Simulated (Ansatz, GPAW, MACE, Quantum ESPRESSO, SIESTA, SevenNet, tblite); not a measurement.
**Forces in HfO2(111) slab (54 atoms), program by program**

One geometry of HfO2(111) slab (54 atoms) is solved by several programs and methods. How far do their forces lie from a plane-wave PBE run?

Results are calculated, not measured.

## 1. The cell

The cell holds 54 atoms (18 Hf and 36 O), with edges of 10.78, 7.18 and 17.33 Å. Recipe: fluorite-type HfO2 (a = 5.08 Å), (111) slab of 3 repeat layers, 3 x 2 surface cells, 10 Å of vacuum; not relaxed, displaced by a Gaussian of 0.02 Å. Then every atom was moved at random, 0.05 Å r.m.s. a Cartesian component.

## 2. The reference input

Quantum ESPRESSO 7.5: Kohn-Sham DFT, PBE, SSSP efficiency 1.3.0 pseudopotentials, plane waves. Its input, pw.in:

```
&control
  calculation = 'scf'
  pseudo_dir = './pseudo'
  outdir = './tmp'
  disk_io = 'none'
  tprnfor = .true.
/
&system
  ibrav = 0
  nat = 54
  ntyp = 2
  ecutwfc = 60
  ecutrho = 480
  nosym = .true.
  occupations = 'smearing'
  smearing = 'fd'
  degauss = 0.003675
/
&electrons
  conv_thr = 2.7e-07
  electron_maxstep = 100
  mixing_beta = 0.4
  mixing_mode = 'local-TF'
  diagonalization = 'david'
/
ATOMIC_SPECIES
Hf 178.490 Hf.upf
O 15.999 O.upf
CELL_PARAMETERS angstrom
10.77631 0.00000 0.00000
-3.59210 6.22170 0.00000
0.00000 0.00000 17.33235
ATOMIC_POSITIONS crystal
Hf 0.32965 0.48436 0.33385
O 0.21568 0.64503 0.28313
O 0.44680 0.82526 0.37099
Hf 0.43773 0.82775 0.50482
[... 48 atom lines left out ...]
O 0.10736 0.32865 0.62766
O 0.65855 0.97640 0.71111
K_POINTS gamma
```

```console
$ OMP_NUM_THREADS=1 mpirun -np 4 pw.x -in pw.in > output.txt
```

It took 3.9 min on 4 MPI ranks of Arm Neoverse V1, shared host; peak memory 2.9 GiB.

It converged with an r.m.s. force component of 0.87 eV/Å.

Its highest filled and lowest empty levels lie 3.48 eV apart on its k-points.

## 3. The other programs

- GPAW 26.7.0: PAW with atomic orbitals (LCAO), plane waves or a real-space grid of spacing h.
- MACE: machine-learned potential, published weights.
- SIESTA 5.4.2: numerical atomic orbitals, whose automatically made sets are far from complete, with PseudoDojo norm-conserving potentials that we converted to its format (checked against plane waves on the same files for H, C, O, Si, Ge and Ca alone); labels give functional, basis size, energy shift and mesh cutoff.
- SevenNet: machine-learned potential, published weights.
- tblite 0.8.0: extended tight binding, driven from Python.

All use the same cell and atoms, and the electronic-structure runs the same k-mesh.

## 4. Side by side

Differences are against the reference: forces as r.m.s. over components, share as that over the reference's r.m.s. force, slope as the fitted ratio of a run's forces to the reference's.

| run | Δ force, r.m.s. (meV/Å) | share (%) | slope | Δ gap (eV) | cores | CPU time | memory (GiB) |
| --- | --- | --- | --- | --- | --- | --- | --- |
| reference | - | - | - | - | 4 | 15 min | 2.9 |
| GPAW PBE, LCAO dzp, h 0.18 Å | 199 | 22.8 | 1.129 | -0.153 | 1 | 4.2 min | 1.5 |
| GPAW PBE, LCAO dzp, h 0.28 Å (coarse) | 1872 | 215 | 1.317 | -0.184 | 1 | 91 s | 0.53 |
| GPAW PBE, LCAO szp(dzp), h 0.18 Å (coarse) | 289 | 33.1 | 1.171 | -0.480 | 1 | 2.6 min | 1.4 |
| MACE MPA-0 medium potential | 184 | 21.0 | 1.031 | - | 1 | 10 s | 0.83 |
| SIESTA PBE, DZ, shift 0.01 Ry, mesh 500 Ry (coarse) | 191 | 21.9 | 1.095 | -0.355 | 1 | 2.2 min | 0.94 |
| SIESTA PBE, DZP, shift 0.01 Ry, mesh 150 Ry (coarse) | 142 | 16.2 | 1.091 | -0.226 | 1 | 52 s | 0.41 |
| SIESTA PBE, DZP, shift 0.01 Ry, mesh 500 Ry | 135 | 15.5 | 1.093 | -0.226 | 2 | 4 min | 1.5 |
| SIESTA PBE, SZ, shift 0.02 Ry, mesh 500 Ry (coarse) | 395 | 45.3 | 0.976 | -1.06 | 1 | 76 s | 0.7 |
| SIESTA PBE, SZP, shift 0.01 Ry, mesh 500 Ry (coarse) | 182 | 20.8 | 1.092 | -0.480 | 1 | 3 min | 1.1 |
| SIESTA revPBE, PBE potentials, DZP, shift 0.01 Ry, mesh 500 Ry | 158 | 18.1 | 1.107 | -0.168 | 2 | 3.9 min | 1.5 |
| SevenNet 0 potential | 94.4 | 10.8 | 0.961 | - | 1 | 10 s | 0.75 |
| SevenNet l3i5 potential | 92.0 | 10.5 | 0.986 | - | 1 | 12 s | 1.1 |
| tblite GFN1-xTB | 620 | 71.0 | 0.390 | - | 1 | 2.6 s | 0.12 |

Rows marked coarse were listed beforehand as settings not expected to be converged; some can still land near the reference.

Times of the machine-learned potentials are mostly Python's start and the loading of weights.

CPU time is summed over cores on shared hosts, so it is rough.

## 5. Findings

Forces lie from 11 % (SevenNet l3i5 potential) to 215 % (GPAW PBE, LCAO dzp, h 0.28 Å, coarse) of the reference's r.m.s. force of 0.87 eV/Å away from it. The PBE runs in local orbitals, coarse settings apart, differ by 15 % (SIESTA PBE, DZP, shift 0.01 Ry, mesh 500 Ry) to 23 % (GPAW PBE, LCAO dzp, h 0.18 Å); basis, grid and potentials can all enter. Tight binding differs by 71 % (tblite GFN1-xTB); it is another model, with fitted parameters of its own, and the xTB methods hold dispersion. Machine-learned potentials differ by 11 % (SevenNet l3i5 potential) to 21 % (MACE MPA-0 medium potential); they were trained on other programs' data.

Rows with another functional or a dispersion term differ by 18 % (SIESTA revPBE, PBE potentials, DZP, shift 0.01 Ry, mesh 500 Ry), which mixes the change of model with differences of basis and potentials, some of them made for another functional. Runs with settings chosen to be coarse differ by 16 % (SIESTA PBE, DZP, shift 0.01 Ry, mesh 150 Ry) to 215 % (GPAW PBE, LCAO dzp, h 0.28 Å), their programs' other errors included. GPAW PBE, LCAO szp(dzp), h 0.18 Å stiffens the forces by a factor of 1.17 while following their directions (correlation 0.972). From GPAW PBE, LCAO dzp, h 0.28 Å to the finer GPAW PBE, LCAO dzp, h 0.18 Å the share falls from 215 to 23 %. From SIESTA PBE, DZP, shift 0.01 Ry, mesh 150 Ry to the finer SIESTA PBE, DZP, shift 0.01 Ry, mesh 500 Ry the share goes from 16.2 to 15.5 %, so the grid isn't what parts these runs from the reference. Gaps at PBE, coarse settings apart, lie -0.23 to -0.15 eV from the reference's, on k-points that hold the band edges only if these fold onto them.

**Limits.** Periodic xTB results under one method name differ between programs and library versions. Machine-learned potentials mimic data converged in k, so the reference's own k-point error enters their differences. The electronic-structure runs sample only Γ, in a cell whose shortest periodic width is 6 Å. Spin–orbit coupling is left out, which matters for the levels of the heavy elements. The slab repeats along its normal with no dipole correction. Where levels are smeared, the DFT runs use Fermi–Dirac occupations at 580 K (0.05 eV), and energies are free energies. The atoms were displaced at random, and shares hang on the size of the forces that this gives. The reference's cutoffs and mesh weren't converged further here.

[Logs are printed without paths, hosts, clocks, repeated set-up lines and the standing remarks that a program may print on its own settings, such as how far it seeks lower states.]

[Hosts, paths, dates, database ids (printed as entryN), source tags and the programs' standing remarks are cut or masked in the printed files.]

[Cells were taken only where this reference lay near another plane-wave run.]
